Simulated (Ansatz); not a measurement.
## How well the gap of MoSSe/WS2 (van der Waals superlattice) (P3m1) can be computed

Wanted: the gap of MoSSe/WS2 (van der Waals superlattice) (P3m1) by functionals, hybrids and G0W0, carried to the basis limit, with what remains uncertain.

Main program and level: Ansatz 0.2.0; density functionals, hybrids, G0W0, plane waves, PAW.

Report form: the programs' logs are mostly left out.

The structure was built from a prototype and need not be the compound's stable phase.

In doubt: masses and optical values from hybrid runs of this build are listed as unsure (step 8), which bears on the screening that GW takes from such a start.

### 1. The starting structure

The structure is trigonal, space group P3m1 (No. 156). Conventional cell: a = 3.219 Å, b = 3.219 Å, c = 12.530 Å, α = 90.00°, β = 90.00°, γ = 120.00°. Nearest to Mo lie 3 Se at 2.47 Å and 3 S at 2.47 Å. S has 3 Mo at 2.47 Å nearest. Se has 3 Mo at 2.47 Å nearest. Nearest to W lie 6 S at 2.43 Å. Nearest to S lie 3 W at 2.43 Å. Nearest to S lie 3 W at 2.43 Å. It derives from Mo1S1Se1. Farther neighbours and most contacts between anions are not listed.

The start is a generated structure, not a measured one. Spin-orbit coupling is left out unless a step names it.

### 2. Relaxing the structure

A relaxation at this level of theory: leftover forces would pass straight into the levels.

This step: DFT, PBEsol-D3(BJ), plane waves, PAW; PAW set soft_1.

input.yaml

```yaml
crystal:
  lattice:
    - [3.21875, 0.0, 0.0]
    - [-1.609375, 2.7875192684, 0.0]
    - [0.0, 0.0, 12.5299999991]
  atoms:
    - { symbol: Mo, position: [0.3333333333, 0.6666666667, 0.2549880287] }
    - { symbol: S, position: [0.6666666667, 0.3333333333, 0.3842777334] }
    - { symbol: Se, position: [0.6666666667, 0.3333333333, 0.125698324] }
    - { symbol: W, position: [0.0, 0.0, 0.7490023942] }
    - { symbol: S, position: [0.3333333333, 0.6666666667, 0.874301676] }
    - { symbol: S, position: [0.3333333333, 0.6666666667, 0.6237031124] }
kpoints:
  mp_grid: { grid: [9, 9, 2] }
hamiltonian:
  xc: pbesol
  dispersion: d3bj
  pseudopotentials: { kind: paw, azcp: { folder: soft_1 }, xc_functional: pbe }
scf:
  occupations: { method: fermi_dirac, width: 0.02 }
relax:
  f_tol: 0.01
  max_steps: 100
  cell: {}
```

On the command line:

```console
> ansatz run input.yaml --threads 2 --pin off --max-ram 92160MiB --backend cuda --events-out ev --progress --plain --runs-dir out --devices 1 --max-vram 13GiB
```

Elapsed: 13 s, on 1 × NVIDIA H100 80GB HBM3 (shared by 6 runs) with 2 threads of AMD EPYC 7R13 (Zen 3), shared host; peak memory 1 GiB.

Relaxation path:

| step | energy less that of the first step (eV) | largest force component (eV/Å) | pressure (GPa) | volume (Å³) |
| --- | --- | --- | --- | --- |
| 1 | 0.0000 | 2.4666 | -7.26 | 112.42 |
| 2 | -0.1795 | 0.6692 | 4.71 | 97.57 |
| 3 | -0.3259 | 0.1344 | -1.02 | 102.51 |
| 4 | -0.3307 | 0.0616 | -0.13 | 101.00 |
| 5 | -0.3309 | 0.0157 | -0.01 | 101.13 |
| 6 | -0.3310 | 0.0022 | 0.00 | 101.13 |
| 7* | -0.3286 | 0.0025 | -0.01 | 101.13 |

Relaxation steps marked * repeat the geometry before them on a plane-wave basis chosen anew for their cell, so energy and pressure can jump there.

Forces are held to the 6 operations that the run works with; a distortion that breaks them can't arise in this run.

| conventional cell, symmetrised | before | after | change |
| --- | --- | --- | --- |
| a (Å) | 3.219 | 3.147 | -2.2 % |
| b (Å) | 3.219 | 3.147 | -2.2 % |
| c (Å) | 12.530 | 11.795 | -5.9 % |
| volume (Å³/atom) | 18.74 | 16.86 | -10.0 % |

The atoms that moved most (Å, as changes of fractional coordinates times the final cell):

| atom | dx | dy | dz | length |
| --- | --- | --- | --- | --- |
| Se3 | 0.000 | 0.000 | -0.125 | 0.125 |
| S6 | 0.000 | 0.000 | -0.084 | 0.084 |
| S5 | 0.000 | 0.000 | 0.079 | 0.079 |
| S2 | 0.000 | 0.000 | 0.071 | 0.071 |
| Mo1 | 0.000 | 0.000 | 0.062 | 0.062 |

Final coordinates:

```xyz
6
Lattice="3.1465 0.0000 0.0000 -1.5733 2.7250 0.0000 0.0000 0.0000 11.7952" Properties=species:S:1:pos:R:3 pbc="T T T"
Mo    0.0000    1.8166    3.0694
S     1.5733    0.9083    4.6033
Se    1.5733    0.9083    1.3572
W     0.0000    0.0000    8.8328
S     0.0000    1.8166   10.3912
S     0.0000    1.8166    7.2729
```

### 3. PBEsol bands

The cheap functional maps the bands first; the places of the edges decide which points the dearer methods must see.

This step: DFT, PBEsol, plane waves, PAW; PAW set soft_1.

input.yaml

```yaml
crystal:
  lattice:
    - [3.1465192881, 0.0, 0.0]
    - [-1.573259644, 2.724965637, 0.0]
    - [0.0, 0.0, 11.7951878716]
  atoms:
    - { symbol: Mo, position: [0.3333333333, 0.6666666667, 0.260223358] }
    - { symbol: S, position: [0.6666666667, 0.3333333333, 0.3902662223] }
    - { symbol: Se, position: [0.6666666667, 0.3333333333, 0.1150677766] }
    - { symbol: W, position: [0.0, 0.0, 0.7488498471] }
    - { symbol: S, position: [0.3333333333, 0.6666666667, 0.880967243] }
    - { symbol: S, position: [0.3333333333, 0.6666666667, 0.6165968216] }
kpoints:
  mp_grid: { grid: [12, 12, 2] }
  band_path:
    path:
      - [[0.0, 0.0, 0.0], [0.5, 0.0, 0.0], [0.33333333, 0.33333333, 0.0], [0.0, 0.0, 0.0], [0.0, 0.0, 0.5], [0.5, 0.0, 0.5], [0.33333333, 0.33333333, 0.5], [0.0, 0.0, 0.5]]
      - [[0.5, 0.0, 0.5], [0.5, 0.0, 0.0]]
      - [[0.33333333, 0.33333333, 0.5], [0.33333333, 0.33333333, 0.0]]
    npoints: 10
hamiltonian:
  xc: pbesol
  pseudopotentials: { kind: paw, azcp: { folder: soft_1 }, xc_functional: pbe }
scf:
  occupations: { method: fermi_dirac, width: 0.02 }
  n_extra_bands: 6
output:
  eigenvalues: true
  forces: true
  stress: true
  write_density: true
  write_potential: true
  elf: true
  volumetric_format: npy
```

Run time: 7.5 s. Hardware: 1 × NVIDIA H100 80GB HBM3 (shared by 6 runs) with 2 threads; peak memory 1 GiB; 9.1 s of CPU time.

Numbers from this step:

```
pressure             : 4.182 GPa
filled bands         : 31
gap                  : 0.5084 eV
valence top at       : Γ
conduction bottom at : k = (0.200, 0.200, 0.000)
least direct gap     : 1.847 eV
```

The gap is indirect, with the least direct gap 1.34 eV higher. The pressure of 4 GPa says that this functional would expand the cell; it is kept.

The electronic bands at the labelled points (eV, zero at the top of the highest nominally filled band):

| point | band 28 | band 29 | band 30 | band 31 | band 32 | band 33 | band 34 | band 35 |
| --- | --- | --- | --- | --- | --- | --- | --- | --- |
| Γ | -1.96 | -1.75 | -1.03 | 0.00 | 1.94 | 1.94 | 2.11 | 2.11 |
| halfway | -2.18 | -1.98 | -1.84 | -1.63 | 0.84 | 1.43 | 1.87 | 2.01 |
| M | -2.25 | -1.97 | -1.64 | -1.42 | 1.53 | 1.80 | 2.07 | 2.58 |
| halfway | -3.11 | -2.78 | -1.40 | -1.13 | 1.35 | 1.69 | 2.07 | 2.26 |
| K | -3.35 | -2.91 | -0.94 | -0.92 | 0.98 | 0.99 | 1.76 | 2.35 |
| halfway | -2.31 | -1.92 | -1.84 | -1.55 | 0.52 | 1.38 | 1.69 | 1.79 |
| Γ | -1.96 | -1.75 | -1.03 | 0.00 | 1.94 | 1.94 | 2.11 | 2.11 |
| halfway | -1.96 | -1.96 | -0.73 | -0.04 | 1.94 | 1.94 | 2.10 | 2.10 |
| A | -1.97 | -1.97 | -0.52 | -0.09 | 1.94 | 1.94 | 2.10 | 2.10 |
| halfway | -2.43 | -2.18 | -1.77 | -1.64 | 1.19 | 1.56 | 1.58 | 1.65 |
| L | -2.19 | -1.89 | -1.60 | -1.48 | 1.53 | 1.74 | 2.06 | 2.51 |
| halfway | -3.09 | -2.96 | -1.30 | -1.14 | 1.38 | 1.71 | 2.02 | 2.30 |
| H | -3.34 | -3.27 | -0.91 | -0.86 | 0.98 | 1.00 | 1.60 | 1.83 |
| halfway | -2.30 | -2.12 | -1.83 | -1.55 | 0.85 | 1.23 | 1.61 | 1.74 |
| A | -1.97 | -1.97 | -0.52 | -0.09 | 1.94 | 1.94 | 2.10 | 2.10 |
| jump to L | -2.19 | -1.89 | -1.60 | -1.48 | 1.53 | 1.74 | 2.06 | 2.51 |
| halfway | -2.22 | -1.92 | -1.62 | -1.45 | 1.53 | 1.77 | 2.07 | 2.55 |
| M | -2.25 | -1.97 | -1.64 | -1.42 | 1.53 | 1.80 | 2.07 | 2.58 |
| jump to H | -3.34 | -3.27 | -0.91 | -0.86 | 0.98 | 1.00 | 1.60 | 1.83 |
| halfway | -3.31 | -3.07 | -0.92 | -0.90 | 0.98 | 1.00 | 1.68 | 2.01 |
| K | -3.35 | -2.91 | -0.94 | -0.92 | 0.98 | 0.99 | 1.76 | 2.35 |

Valence density in the ca plane at fractional y = 0.667, with atoms of Mo and S within 0.2 Å of it. It is the smooth field of the valence electrons, not physical close to the nuclei.

Ten steps, logarithmic in the rise over the least value, from '0' (0.1 e/Å³) to '9' (6.7 e/Å³), each cell a mean:
```
023444333334443200012334554332100
023444332334443200012234554322100
013344344444433100234444444444321
001233478864321002455554334555542
100123689985310013554554334554553
100123699985310013554554334554553
001233578864321002455654334565542
012343345544432101244444444444421
```
Columns run along c (11.8 Å), rows up along a (3.1 Å). Atoms in or near the plane, at fractional coordinates: Mo at (0.26, 0.33), S at (0.88, 0.33), S at (0.62, 0.33).

ELF in the ca plane at fractional y = 0.667, with atoms of Mo and S within 0.2 Å of it. It is the smooth field of the valence electrons, not physical close to the nuclei.

Ten even steps from '0' (0.04) to '9' (0.93), each cell a mean:
```
157776532246787510023311331133200
167776532246787610012211331122100
035666322224676301577752112577751
002343256642342005987885225887895
100121476663110028960265225720698
200111475673110028950165225610698
001332257742331016986785225876896
025665323224665201678762222578762
```
Columns run along c (11.8 Å), rows up along a (3.1 Å). Atoms in or near the plane, at fractional coordinates: Mo at (0.26, 0.33), S at (0.88, 0.33), S at (0.62, 0.33).

### 4. PBEsol+SOC

The many-body steps leave out spin-orbit coupling, so its effect is taken from a two-component run, with twice the bands.

This step: DFT, PBEsol with spin-orbit coupling, plane waves, PAW; PAW set soft_1.

input.yaml

```yaml
crystal:
  lattice:
    - [3.1465192881, 0.0, 0.0]
    - [-1.573259644, 2.724965637, 0.0]
    - [0.0, 0.0, 11.7951878716]
  atoms:
    - { symbol: Mo, position: [0.3333333333, 0.6666666667, 0.260223358] }
    - { symbol: S, position: [0.6666666667, 0.3333333333, 0.3902662223] }
    - { symbol: Se, position: [0.6666666667, 0.3333333333, 0.1150677766] }
    - { symbol: W, position: [0.0, 0.0, 0.7488498471] }
    - { symbol: S, position: [0.3333333333, 0.6666666667, 0.880967243] }
    - { symbol: S, position: [0.3333333333, 0.6666666667, 0.6165968216] }
kpoints:
  mp_grid: { grid: [12, 12, 2] }
  band_path:
    path:
      - [0.0, 0.0, 0.0]
      - [0.5, 0.0, 0.0]
      - [0.33333333, 0.33333333, 0.0]
      - [0.0, 0.0, 0.5]
      - [0.5, 0.0, 0.5]
      - [0.33333333, 0.33333333, 0.5]
      - [0.199999998, 0.199999998, 0.0]
    npoints: 1
hamiltonian:
  xc: pbesol
  pseudopotentials: { kind: paw_fr, azcp: { folder: soft_1 }, xc_functional: pbe }
scf:
  occupations: { method: fermi_dirac, width: 0.02 }
  n_extra_bands: 12
magnetization:
  noncollinear: true
  spin_orbit: true
output:
  eigenvalues: true
  forces: true
  stress: true
```

It took 16 s on 1 × NVIDIA H100 80GB HBM3 (shared by 6 runs) with 2 threads; peak memory 1.1 GiB; 19 s of CPU time.

This step gave:

| Item | Value |
| --- | --- |
| pressure | 4.170 GPa |
| gap | 0.4481 eV |
| valence top at | Γ |
| conduction bottom at | k = (0.200, 0.200, 0.000) |
| least direct gap | 1.582 eV |

The gap stands −0.06 eV against PBEsol.

### 5. HSE06

HSE06 mixes in a quarter of exact exchange at short range. Exchange couples all pairs of k points, which makes a full band path dear, so levels are read on the mesh and at chosen points.

This step: DFT, HSE06, plane waves, PAW; PAW set soft_1.

Edit input.yaml of step 4 so:

```diff
@@ -13,3 +13,3 @@
 kpoints:
-  mp_grid: { grid: [12, 12, 2] }
+  mp_grid: { grid: [6, 6, 2] }
   band_path:
@@ -25,13 +25,8 @@
 hamiltonian:
-  xc: pbesol
-  pseudopotentials: { kind: paw_fr, azcp: { folder: soft_1 }, xc_functional: pbe }
+  xc: hse06
+  pseudopotentials: { kind: paw, azcp: { folder: soft_1 } }
 scf:
-  occupations: { method: fermi_dirac, width: 0.02 }
-  n_extra_bands: 12
-magnetization:
-  noncollinear: true
-  spin_orbit: true
+  occupations: { method: fixed }
+  n_extra_bands: 6
 output:
   eigenvalues: true
-  forces: true
-  stress: true
```

Run time: 37 s. Hardware: 1 × NVIDIA H100 80GB HBM3 (shared by 6 runs) with 2 threads; peak memory 1.4 GiB; 44 s of CPU time.

This step gave:

```
gap                  : 1.024 eV
valence top at       : Γ
conduction bottom at : k = (0.200, 0.200, 0.000)
least direct gap     : 2.352 eV
```

The gap stands +0.52 eV against PBEsol.

### 6. G0W0, 9×9×2 mesh, 106 empty bands, screening to 60 eV, PAW set soft_1 files

Now the one-shot GW correction: screening in the RPA, then the self-energy of the levels asked for. This step takes PAW set soft_1 files.

This step: G0W0 on PBEsol, plane waves, PAW; PAW set soft_1.

input.yaml

```yaml
crystal:
  lattice:
    - [3.1465192881, 0.0, 0.0]
    - [-1.573259644, 2.724965637, 0.0]
    - [0.0, 0.0, 11.7951878716]
  atoms:
    - { symbol: Mo, position: [0.3333333333, 0.6666666667, 0.260223358] }
    - { symbol: S, position: [0.6666666667, 0.3333333333, 0.3902662223] }
    - { symbol: Se, position: [0.6666666667, 0.3333333333, 0.1150677766] }
    - { symbol: W, position: [0.0, 0.0, 0.7488498471] }
    - { symbol: S, position: [0.3333333333, 0.6666666667, 0.880967243] }
    - { symbol: S, position: [0.3333333333, 0.6666666667, 0.6165968216] }
kpoints:
  mp_grid: { grid: [9, 9, 2] }
hamiltonian:
  xc: pbesol
  pseudopotentials: { kind: paw, azcp: { folder: soft_1 }, xc_functional: pbe }
scf:
  occupations: { method: fixed }
gw:
  n_empty_bands: 106
  ecut_chi: 60
  qp_bands: [v2, c2]
  qp_kpoints: band_edges
  screening: { model: contour_deformation }
```

Run time: 31 s. Hardware: 1 × NVIDIA H100 80GB HBM3 (shared by 6 runs) with 2 threads; peak memory 1.3 GiB; 44 s of CPU time.

This step gave:

* bands summed: 137
* RPA ε∞ on this mesh (eigenvalues): 9.115, 16.24, 16.24
* plane waves in the screening matrix: 93
* G0W0 gap on the mesh: 0.9120 eV
* k of the valence top: 0, 0, 0
* k of the conduction bottom: 0.1111, 0.2222, 0
* starting gap on the mesh: 0.6087 eV
* least direct G0W0 gap on the computed points: 2.201 eV

The gap on the mesh goes from 0.61 eV to 0.91 eV, a correction of +0.30 eV. Between the two edge states, bare exchange in place of the xc potential would open the gap by 4.52 eV, and correlation takes back 4.22 eV. The start differs from the 0.51 eV found before because this mesh misses an edge.

### 7. G0W0, 9×9×2 mesh, 421 empty bands, screening to 150 eV, PAW set soft_1 files

Bands and screening cutoff are moved together, since each hides the error of the other.

Edit input.yaml of step 6 so:

```diff
@@ -20,4 +20,4 @@
 gw:
-  n_empty_bands: 106
-  ecut_chi: 60
+  n_empty_bands: 421
+  ecut_chi: 150.0
   qp_bands: [v2, c2]
```

Wall time 2.2 min (1 × NVIDIA H100 80GB HBM3 (shared by 6 runs) with 2 threads); peak memory 2.4 GiB; 3.6 min of CPU time.

Numbers from this step:

* bands summed: 452
* RPA ε∞ on this mesh (eigenvalues): 9.028, 15.67, 15.67
* plane waves in the screening matrix: 413
* q-points in the mesh: 162
* G0W0 gap on the mesh: 1.009 eV
* k of the valence top: 0, 0, 0
* k of the conduction bottom: 0.1111, 0.2222, 0
* starting gap on the mesh: 0.6087 eV
* Z at the valence top: 0.7548
* Z at the conduction bottom: 0.7609
* least direct G0W0 gap on the computed points: 2.156 eV

Against the run with 9×9×2 mesh, 106 empty bands, screening to 60 eV, PAW set soft_1 files, the gap moves by +0.10 eV.

Limits: finite bands, cutoff and mesh; no spin-orbit coupling; coarse k mesh. v1 is the top filled band, c1 the lowest empty one. Levels before and after the correction, in eV, zero at the valence-band top of each column:

|  | conduction bottom | valence top |
| --- | --- | --- |
| Kohn-Sham | 0.61 | 0.00 |
| G0W0 | 1.01 | 0.00 |

|  | level | occupation | energy (eV) |
| --- | --- | --- | --- |
| Kohn-Sham | Γ v2 | 2 | -1.034 |
| Kohn-Sham | Γ v1 | 2 | 0.000 |
| Kohn-Sham | Γ c1-c2 | 0 | 1.941 |
| Kohn-Sham | (0.111 0.222 0) v2 | 2 | -1.888 |
| Kohn-Sham | (0.111 0.222 0) v1 | 2 | -1.592 |
| Kohn-Sham | (0.111 0.222 0) c1 | 0 | 0.609 |
| Kohn-Sham | (0.111 0.222 0) c2 | 0 | 1.400 |
| G0W0 | Γ v2 | 2 | -1.328 |
| G0W0 | Γ v1 | 2 | 0.000 |
| G0W0 | Γ c1-c2 | 0 | 2.348 |
| G0W0 | (0.111 0.222 0) v2 | 2 | -1.954 |
| G0W0 | (0.111 0.222 0) v1 | 2 | -1.608 |
| G0W0 | (0.111 0.222 0) c1 | 0 | 1.009 |
| G0W0 | (0.111 0.222 0) c2 | 0 | 1.829 |

The parts of the quasiparticle energy at the two band edges (eV; QP = start + Σx + Σc − Vxc):

| run | edge | start | Σx | Σc | Vxc | Z | QP |
| --- | --- | --- | --- | --- | --- | --- | --- |
| 137 bands | valence top | 13.31 | -19.53 | 0.81 | -19.18 | 0.76 | 13.77 |
| 137 bands | conduction bottom | 13.92 | -13.80 | -3.40 | -17.96 | 0.77 | 14.68 |
| 452 bands | valence top | 13.31 | -19.53 | 0.25 | -19.18 | 0.75 | 13.20 |
| 452 bands | conduction bottom | 13.92 | -13.80 | -3.87 | -17.96 | 0.76 | 14.21 |

### 8. G0W0@HSE06, 9×9×2 mesh, 196 empty bands, screening to 90 eV, PAW set soft_1 files

The same correction from a different start measures what one shot leaves open. Bands and cutoff are not those of the step before, so part of the change comes from them.

This step: G0W0 on HSE06, plane waves, PAW; PAW set soft_1.

Edit input.yaml of step 7 so:

```diff
@@ -15,4 +15,4 @@
 hamiltonian:
-  xc: pbesol
-  pseudopotentials: { kind: paw, azcp: { folder: soft_1 }, xc_functional: pbe }
+  xc: hse06
+  pseudopotentials: { kind: paw, azcp: { folder: soft_1 } }
 scf:
@@ -20,4 +20,4 @@
 gw:
-  n_empty_bands: 421
-  ecut_chi: 150.0
+  n_empty_bands: 196
+  ecut_chi: 90
   qp_bands: [v2, c2]
```

Run time: 93 s. Hardware: 1 × NVIDIA H100 80GB HBM3 (shared by 6 runs) with 2 threads; peak memory 2.3 GiB.

Numbers from this step:

```
bands summed                                 : 227
RPA ε∞ on this mesh (eigenvalues)            : 6.975, 12.50, 12.50
plane waves in the screening matrix          : 217
G0W0 gap on the mesh                         : 1.129 eV
k of the valence top                         : 0, 0, 0
k of the conduction bottom                   : 0.1111, 0.2222, 0
starting gap on the mesh                     : 1.137 eV
least direct G0W0 gap on the computed points : 2.343 eV
```

Against the run with 9×9×2 mesh, 421 empty bands, screening to 150 eV, PAW set soft_1 files on PBEsol, the gap moves by +0.12 eV, while the start moved by +0.53 eV.

### 9. The ladder

Times are wall times on 1 × NVIDIA H100 80GB HBM3 (shared by 6 runs) with 2 threads of AMD EPYC 7R13 (Zen 3), shared host, good to a factor of about two. G0W0 rows are gaps on the mesh, lowered by the amount that the mesh misses the start's edges, a rough step that assumes the same correction there.

| level | gap (eV) | least direct gap (eV) | time |
| --- | --- | --- | --- |
| PBEsol | 0.51 | 1.85 | 7.5 s |
| PBEsol+SOC | 0.45 | 1.58 | 16 s |
| HSE06 | 1.02 | 2.35 | 37 s |
| G0W0@PBEsol (106 empty bands) | 0.81 | - | 31 s |
| G0W0@PBEsol (421 empty bands) | 0.91 | - | 2.2 min |
| G0W0@HSE06 (196 empty bands) | 1.02 | - | 93 s |

### 10. Adding up the best estimate

| term | eV | running total (eV) |
| --- | --- | --- |
| G0W0 on the mesh, top rung | 1.009 | 1.009 |
| to the limit, by a line in one over the bands through the two top rungs | +0.042 | 1.052 |
| band edges off the mesh | −0.100 | 0.951 |
| spin-orbit change, from PBEsol | −0.060 | 0.891 |

### 11. Summary of results

| Quantity | Value |
| --- | --- |
| PBEsol gap | 0.51 eV, indirect |
| HSE06 | 1.02 eV |
| G0W0, top rung on the mesh | 1.01 eV |
| best estimate, G0W0@PBEsol with spin-orbit change | 0.89 eV |
| GW settings of the top rung | 9×9×2 mesh, 421 empty bands, screening to 150 eV, PAW set soft_1 files |
| known limits | one-shot GW, static lattice; one k mesh, untested; coarse k mesh |

**Reading.** The best estimate for G0W0@PBEsol is 0.89 eV, indirect by PBEsol+SOC, against 0.45 eV at the start (both with spin-orbit coupling). The limit rests on the two highest rungs, unchecked by another pair. The term for edges off the mesh assumes that the correction there equals that on the mesh, which is rough. Among the functionals HSE06 comes nearest: +0.07 eV from the estimate without its spin-orbit term (0.95 eV). All runs took 5.5 min, 78 % of it in G0W0. The 9×9×2 mesh is coarse for this cell (its supercell is 24 Å along the shortest edge). The RPA ε∞ on it, from the PBEsol start, is 9.03 and 15.67; such meshes misread the long-range screening, most where the gap is narrow.

[Paths, hosts, dates, memory and timing lines, banners, echoed tables and standing remarks are left out of the program output.]

[Logs are printed without paths, hosts, clocks, repeated set-up lines and the standing remarks that a program may print on its own settings, such as how far it seeks lower states.]

[Runs of the session that timed out or met a known fault of the program may be left out.]

[Cells called generated may have been cut or substituted from an entry of the Crystallography Open Database or the Materials Project.]

[Hosts, paths, dates, database ids (printed as entryN), source tags and the programs' standing remarks are cut or masked in the printed files.]
